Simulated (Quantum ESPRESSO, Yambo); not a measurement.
**SrTiO3 (Tausonite): G0W0 in Yambo against the bands**

How does the gap of SrTiO3 (Tausonite) converge in the bands?

Program: Yambo 5.3.0. Level of theory: PBE and many-body steps on it, plane waves. Results are calculated unless marked as measured.

**1. The structure**

It takes space group Pm-3m (No. 221, cubic). The conventional cell has a = 3.905 Å, b = 3.905 Å, c = 3.905 Å, α = 90.00°, β = 90.00°, γ = 90.00°. Sr has 12 O at 2.76 Å nearest. Nearest to Ti lie 6 O at 1.95 Å. Nearest to O lie 2 Ti at 1.95 Å and 4 Sr at 2.76 Å. Farther neighbours and most contacts between anions are not listed.

Coordinates:

```
Sr Ti O
1.0
     3.90528    0.00000    0.00000
     0.00000    3.90528    0.00000
     0.00000    0.00000    3.90528
Sr Ti O
1 1 3
Direct
  0.50000 0.50000 0.50000
  0.00000 0.00000 0.00000
  0.50000 0.00000 0.00000
  0.00000 0.50000 0.00000
  0.00000 0.00000 0.50000
```

The cell and positions come from the Crystallography Open Database and are kept as given unless a step says otherwise.

**2. 42 bands**

This step: Yambo 5.3.0; G0W0 on PBE, plane waves, norm-conserving pseudopotentials.

G0W0 replaces the xc potential by the self-energy, built once from these orbitals. Only a window of levels is corrected, while the sums run over the empty bands that the input names.

Contents of gw1.in:

```
HF_and_locXC
gw0
dyson
ppa
em1d
rim_cut
RandQpts= 1000000
RandGvec= 1 RL
EXXRLvcs= 76 Ry
VXCRLvcs= 304 Ry
Chimod= "HARTREE"
% BndsRnXp
 1 | 42 |
%
NGsBlkXp= 12 Ry
% LongDrXp
 1 | 1 | 1 |
%
% GbndRnge
 1 | 42 |
%
DysSolver= "n"
ExtendOut
PPAPntXp= 27.21138 eV
% QPkrange
 10 | 10 | 19 | 22 |
 1 | 1 | 19 | 22 |
%
```

Launch:

```sh
> OMP_NUM_THREADS=1 mpirun -n 8 yambo -F gw1.in -J gw1 -C gw1 > gw1.log
```

Log:

```text
 Yambo, version 5.3.0

 [02] CORE Variables Setup
 =========================

  [... cell, symmetries and grids as in the set-up ...]

  [02.05] Energies & Occupations
  ==============================

  [X] === General ===
  [X] Electronic Temperature                        :  0.000000  0.000000 [eV K]
  [X] Bosonic    Temperature                        :  0.000000  0.000000 [eV K]
  [X] Finite Temperature mode                       : no
  [X] El. density                                   :  0.67159E+24 [cm-3]
  [X] Fermi Level                                   :  10.04689 [eV]

  [X] === Gaps and Widths ===
  [X] Conduction Band Min                           :  1.907630 [eV]
  [X] Valence Band Max                              :  0.000000 [eV]
  [X] Filled Bands                                  :  20
  [X] Empty Bands                                   :    21   402
  [X] Direct Gap                                    :  2.262761 [eV]
  [X] Direct Gap localized at k                     :  1
  [X] Indirect Gap                                  :  1.907630 [eV]
  [X] Indirect Gap between kpts                     :  10   1
  [X] Last valence band width                       :  0.731990 [eV]
  [X] 1st conduction band width                     :  2.609046 [eV]

 [03] Transferred momenta grid and indexing
 ==========================================

 IBZ Q-points                                      :  10
 BZ  Q-points                                      :   64

 K/Q-points units:
 rlu = crystal or reduced units; cc = cartesian coordinates; iku = interal k-units

 Q [ 1]         [rlu]:  0.000000  0.000000  0.000000
 Q [ 2]         [rlu]:  0.000000  0.000000  0.250000
 Q [ 3]         [rlu]:  0.000000  0.000000 -0.500000
 Q [ 4]         [rlu]:  0.000000  0.250000  0.250000
 Q [ 5]         [rlu]:  0.000000  0.250000 -0.500000
 Q [ 6]         [rlu]:  0.000000 -0.500000 -0.500000
 Q [ 7]         [rlu]:  0.250000  0.250000  0.250000
 Q [ 8]         [rlu]:  0.250000  0.250000 -0.500000
 Q [ 9]         [rlu]:  0.250000 -0.500000 -0.500000
 Q [10]         [rlu]: -0.500000 -0.500000 -0.500000

 [04] Coloumb potential Random Integration (RIM)
 ===============================================

  [04.01] RIM initialization
  ==========================

  * Diagonal components only detected *

  8 x (sBL volume)        :  0.077143 [a.u.]
  sBZ random points       :  1000000
  Points outside the sBZ  :   7992674
  RL volume               :  0.617144 [a.u.]
  Integrated volume       :  0.617710 [a.u.]

  [04.02] RIM integrals
  =====================

  Gamma point sphere radius             :  0.077218 [a.u.]
  Points outside the sphere             :   799758
  [Int_sBZ(q=0) 1/q^2]*(Vol_sBZ)^(-1/3) =:  7.677921
                                 should be <:  7.795600

  Summary of Coulomb integrals for non-metallic bands |Q|[au] RIM/Bare

  Q [1] 0.100000E-4 0.984904 * Q [2] 0.212848 1.050352
  Q [4] 0.301012 1.048056 * Q [7] 0.368663 1.034451
  Q [3] 0.425695 1.019613 * Q [5] 0.475942 1.017752
  Q [8] 0.521368 1.015471 * Q [6] 0.602024 1.012155
  Q [9] 0.638543 1.010963 * Q [10] 0.737326 1.008585

 [WARNING] [Xp] User bands 1-42 break level degeneracy

 [05] Dipoles
 ============

  [05.01] Setup: observables and procedures
  =========================================

  [WARNING] [x,Vnl] slows the Dipoles computation. To neglect it rename the ns.kb_pp file

 [06] Dynamic Dielectric Matrix (PPA)
 ====================================

 [SLK-Inversion]  Pools        :  2
 [SLK-Inversion]  BLACS grid   :  2  2

 [WR./gw1//ndb.pp]---------------------------------------------------------------
  Brillouin Zone Q/K grids (IBZ/BZ)                :   10   64   10   64
  RL vectors                                       :   5743 [WF]
  Coulomb cutoff potential                         : none
  Electronic Temperature                           :  0.000000 [K]
  Bosonic    Temperature                           :  0.000000 [K]
[...]
X matrix size                                    :  305
  X band range                                     :    1   42
  X e/h energy range                               : -1.000000 -1.000000 [eV]
  X Time ordering                                  : R
  X Hxc Kernel                                     : HARTREE
  X Drude frequency                                :  0.000000  0.000000
  X poles                                          :  100.0000 [o/o]
  RL vectors in the sum                            :   5743
  [r,Vnl] included                                 : yes
  Field direction                                  :  0.577350E-5  0.577350E-5  0.577350E-5
  BZ energy Double Grid                            : no
  BZ energy DbGd points                            : 0
  BZ Q point size factor                           : -1.000000
  X Optical Averaged directions                    : none

 [07] Local Exchange-Correlation + Non-Local Fock
 ================================================

 [VXC] Plane waves :   36041
 [EXS] Plane waves :   4553

 QP @ state[ 1 ] K range:  1  1
 QP @ state[ 1 ] b range:  19  22
 QP @ state[ 2 ] K range:  10  10
 QP @ state[ 2 ] b range:  19  22

 [xc] Functional : Perdew, Burke & Ernzerhof(X)+Perdew, Burke & Ernzerhof(C)
 [xc] LIBXC used to calculate xc functional
  PP Number of Atomic Species                      :  3
  NLCC RL compoments                               :   36041
  PP Number of Atomic Species                      :  3
  NLCC RL compoments                               :   36041

 [xc] E_xc :  -22.32465 [Ha]
      E_xc :  -44.64930 [Ry]

  Local XC kind (lXC) : Perdew, Burke & Ernzerhof(X)+Perdew, Burke & Ernzerhof(C)
  Non-Local XC kind (nlXC) : Hartree-Fock

  Corrections @ K [1] :  [eV]
 <19|nlXC|19> = -25.25794  0.19156E-16 <19|lXC|19> = -20.54183 -0.94408E-16
 <20|nlXC|20> = -25.25792  0.42888E-17 <20|lXC|20> = -20.54183 -0.37763E-15
 <21|nlXC|21> = -11.48491  0.20500E-18 <21|lXC|21> = -18.88299  0.000000
 <22|nlXC|22> = -11.48495 -0.13512E-17 <22|lXC|22> = -18.88299 -0.18882E-15

  Corrections @ K [10] :  [eV]
 <19|nlXC|19> = -25.09236  0.35197E-17 <19|lXC|19> = -20.19478 -0.18882E-15
 <20|nlXC|20> = -25.09236 -0.10315E-16 <20|lXC|20> = -20.19478  0.000000
 <21|nlXC|21> = -12.96586  0.25467E-17 <21|lXC|21> = -21.98336  0.78182E-16
 <22|nlXC|22> = -12.96589 -0.72100E-18 <22|lXC|22> = -21.98336  0.000000

  [07.01] Hartree-Fock occupations report
  =======================================

  [Hartree-Fock] === General ===
  [Hartree-Fock] Electronic Temperature             :  0.000000  0.000000 [eV K]
  [Hartree-Fock] Bosonic    Temperature             :  0.000000  0.000000 [eV K]
  [Hartree-Fock] Finite Temperature mode            : no
  [Hartree-Fock] El. density                        :  0.67159E+24 [cm-3]
  [Hartree-Fock] Fermi Level                        :  10.04689 [eV]

  [Hartree-Fock] === Gaps and Widths ===
  [Hartree-Fock] Conduction Band Min                :  1.988996 [eV]
  [Hartree-Fock] Valence Band Max                   : -0.043408 [eV]
  [Hartree-Fock] Filled Bands                       :  20
  [Hartree-Fock] Empty Bands                        :    21   402
  [Hartree-Fock] Direct Gap                         :  2.584134 [eV]
  [Hartree-Fock] Direct Gap localized at k          :  2
  [Hartree-Fock] Indirect Gap                       :  2.032404 [eV]
  [Hartree-Fock] Indirect Gap between kpts          :   9   2
  [Hartree-Fock] Last valence band width            :  5.027811 [eV]
  [Hartree-Fock] 1st conduction band width          :  11.54518 [eV]

 [08] Dyson equation: Newton solver
 ==================================

  [08.01] G0W0 (W PPA)
  ====================

  [  GW  ] Bands range     :    1   42
  [GW/PPA] G damping       :  0.100000 [eV]

  QP @ state[ 1 ] K range:  1  1
  QP @ state[ 1 ] b range:  19  22
  QP @ state[ 2 ] K range:  10  10
  QP @ state[ 2 ] b range:  19  22

   Sc/G bands                                       :    1   42
   Sc/G damping                                     :  0.100000 ev
   Sc bands terminator                              : no
   Sx RL components                                 :   4553

   QP @ state[ 1 ] K range                          :  1  1
   QP @ state[ 1 ] b range                          :  19  22
   QP @ state[ 2 ] K range                          :  10  10
   QP @ state[ 2 ] b range                          :  19  22
   GF energies kind                                 : Perdew, Burke & Ernzerhof(X)+Perdew, Burke & Ernzerhof(C)
   GF WF`s kind                                     : Perdew, Burke & Ernzerhof(X)+Perdew, Burke & Ernzerhof(C)
   Xs energies kind                                 : Perdew, Burke & Ernzerhof(X)+Perdew, Burke & Ernzerhof(C)
   Xs WF`s kind                                     : Perdew, Burke & Ernzerhof(X)+Perdew, Burke & Ernzerhof(C)

 [11] Game Over & Game summary
```

Run time: 35 s. Hardware: 8 MPI ranks of Arm Neoverse V2, shared host; peak memory 3.4 GiB; 4 min of CPU time.

Numbers from this step:

```yaml
g0w0_gap_on_the_points_computed: 3.607 eV
starting_gap_on_the_mesh: 1.908 eV
k_of_the_valence_top: -0.5, -0.5, -0.5
k_of_the_conduction_bottom: 0, 0, 0
least_direct_g0w0_gap_on_the_computed_points: 3.993 eV
z_at_the_valence_top: 0.7555
z_at_the_conduction_bottom: 0.7738
```

The gap on the mesh goes from 1.91 eV to 3.61 eV, a correction of +1.70 eV.

**3. 67 bands**

gw2.in, as its differences from gw1.in of step 2:

```diff
@@ -12,3 +12,3 @@
 % BndsRnXp
- 1 | 42 |
+ 1 | 67 |
 %
@@ -19,3 +19,3 @@
 % GbndRnge
- 1 | 42 |
+ 1 | 67 |
 %
```

Launch:

```sh
> OMP_NUM_THREADS=1 mpirun -n 8 yambo -F gw2.in -J gw2 -C gw2 > gw2.log
```

Log:

```text
 Yambo, version 5.3.0

 [02] CORE Variables Setup
 =========================

  [... cell, symmetries and grids as in the set-up ...]

  [02.05] Energies & Occupations
  ==============================

  [X] === General ===
  [X] Electronic Temperature                        :  0.000000  0.000000 [eV K]
  [X] Bosonic    Temperature                        :  0.000000  0.000000 [eV K]
  [X] Finite Temperature mode                       : no
  [X] El. density                                   :  0.67159E+24 [cm-3]
  [X] Fermi Level                                   :  10.04689 [eV]

  [X] === Gaps and Widths ===
  [X] Conduction Band Min                           :  1.907630 [eV]
  [X] Valence Band Max                              :  0.000000 [eV]
  [X] Filled Bands                                  :  20
  [X] Empty Bands                                   :    21   402
  [X] Direct Gap                                    :  2.262761 [eV]
  [X] Direct Gap localized at k                     :  1
  [X] Indirect Gap                                  :  1.907630 [eV]
  [X] Indirect Gap between kpts                     :  10   1
  [X] Last valence band width                       :  0.731990 [eV]
  [X] 1st conduction band width                     :  2.609046 [eV]

 [03] Transferred momenta grid and indexing
 ==========================================

 IBZ Q-points                                      :  10
 BZ  Q-points                                      :   64

 K/Q-points units:
 rlu = crystal or reduced units; cc = cartesian coordinates; iku = interal k-units

 Q [ 1]         [rlu]:  0.000000  0.000000  0.000000
 Q [ 2]         [rlu]:  0.000000  0.000000  0.250000
 Q [ 3]         [rlu]:  0.000000  0.000000 -0.500000
[...]
[Hartree-Fock] El. density                        :  0.67159E+24 [cm-3]
  [Hartree-Fock] Fermi Level                        :  10.04689 [eV]

  [Hartree-Fock] === Gaps and Widths ===
  [Hartree-Fock] Conduction Band Min                :  1.988996 [eV]
  [Hartree-Fock] Valence Band Max                   : -0.043408 [eV]
  [Hartree-Fock] Filled Bands                       :  20
  [Hartree-Fock] Empty Bands                        :    21   402
  [Hartree-Fock] Direct Gap                         :  2.584134 [eV]
  [Hartree-Fock] Direct Gap localized at k          :  2
  [Hartree-Fock] Indirect Gap                       :  2.032404 [eV]
  [Hartree-Fock] Indirect Gap between kpts          :   9   2
  [Hartree-Fock] Last valence band width            :  5.027811 [eV]
  [Hartree-Fock] 1st conduction band width          :  11.54518 [eV]

 [08] Dyson equation: Newton solver
 ==================================

  [08.01] G0W0 (W PPA)
  ====================

  [  GW  ] Bands range     :    1   67
  [GW/PPA] G damping       :  0.100000 [eV]

  QP @ state[ 1 ] K range:  1  1
  QP @ state[ 1 ] b range:  19  22
  QP @ state[ 2 ] K range:  10  10
  QP @ state[ 2 ] b range:  19  22

   Sc/G bands                                       :    1   67
   Sc/G damping                                     :  0.100000 ev
   Sc bands terminator                              : no
   Sx RL components                                 :   4553

   QP @ state[ 1 ] K range                          :  1  1
   QP @ state[ 1 ] b range                          :  19  22
   QP @ state[ 2 ] K range                          :  10  10
   QP @ state[ 2 ] b range                          :  19  22
   GF energies kind                                 : Perdew, Burke & Ernzerhof(X)+Perdew, Burke & Ernzerhof(C)
   GF WF`s kind                                     : Perdew, Burke & Ernzerhof(X)+Perdew, Burke & Ernzerhof(C)
   Xs energies kind                                 : Perdew, Burke & Ernzerhof(X)+Perdew, Burke & Ernzerhof(C)
   Xs WF`s kind                                     : Perdew, Burke & Ernzerhof(X)+Perdew, Burke & Ernzerhof(C)

 [11] Game Over & Game summary
```

Run time: 63 s. Hardware: 8 MPI ranks; peak memory 3.4 GiB.

This step gave:

```yaml
g0w0_gap_on_the_points_computed: 3.531 eV
starting_gap_on_the_mesh: 1.908 eV
k_of_the_valence_top: -0.5, -0.5, -0.5
k_of_the_conduction_bottom: 0, 0, 0
least_direct_g0w0_gap_on_the_computed_points: 3.896 eV
z_at_the_valence_top: 0.7633
z_at_the_conduction_bottom: 0.7779
```

Against the run before, the gap moves by −0.076 eV.

**4. 116 bands**

gw3.in, as its differences from gw2.in of step 3:

```diff
@@ -12,3 +12,3 @@
 % BndsRnXp
- 1 | 67 |
+ 1 | 116 |
 %
@@ -19,3 +19,3 @@
 % GbndRnge
- 1 | 67 |
+ 1 | 116 |
 %
```

Launch:

```sh
> OMP_NUM_THREADS=1 mpirun -n 8 yambo -F gw3.in -J gw3 -C gw3 > gw3.log
```

Log:

```text
 Yambo, version 5.3.0

 [02] CORE Variables Setup
 =========================

  [... cell, symmetries and grids as in the set-up ...]

  [02.05] Energies & Occupations
  ==============================

  [X] === General ===
  [X] Electronic Temperature                        :  0.000000  0.000000 [eV K]
  [X] Bosonic    Temperature                        :  0.000000  0.000000 [eV K]
  [X] Finite Temperature mode                       : no
  [X] El. density                                   :  0.67159E+24 [cm-3]
[...]
QP @ state[ 1 ] b range                          :  19  22
   QP @ state[ 2 ] K range                          :  10  10
   QP @ state[ 2 ] b range                          :  19  22
   GF energies kind                                 : Perdew, Burke & Ernzerhof(X)+Perdew, Burke & Ernzerhof(C)
   GF WF`s kind                                     : Perdew, Burke & Ernzerhof(X)+Perdew, Burke & Ernzerhof(C)
   Xs energies kind                                 : Perdew, Burke & Ernzerhof(X)+Perdew, Burke & Ernzerhof(C)
   Xs WF`s kind                                     : Perdew, Burke & Ernzerhof(X)+Perdew, Burke & Ernzerhof(C)

 [11] Game Over & Game summary
```

Wall time 1.7 min (8 MPI ranks); peak memory 3.4 GiB.

Numbers from this step:

```yaml
g0w0_gap_on_the_points_computed: 3.492 eV
starting_gap_on_the_mesh: 1.908 eV
k_of_the_valence_top: -0.5, -0.5, -0.5
k_of_the_conduction_bottom: 0, 0, 0
least_direct_g0w0_gap_on_the_computed_points: 3.859 eV
```

Against the run before, the gap moves by −0.039 eV.

(Continued in part 2 of 2.)

[Paths, hosts, dates, memory and timing lines, banners, echoed tables and standing remarks are left out of the program output.]

[Logs are printed without paths, hosts, clocks, repeated set-up lines and the standing remarks that a program may print on its own settings, such as how far it seeks lower states.]

[Runs of the session that timed out or met a known fault of the program may be left out.]

[Hosts, paths, dates, database ids (printed as entryN), source tags and the programs' standing remarks are cut or masked in the printed files.]
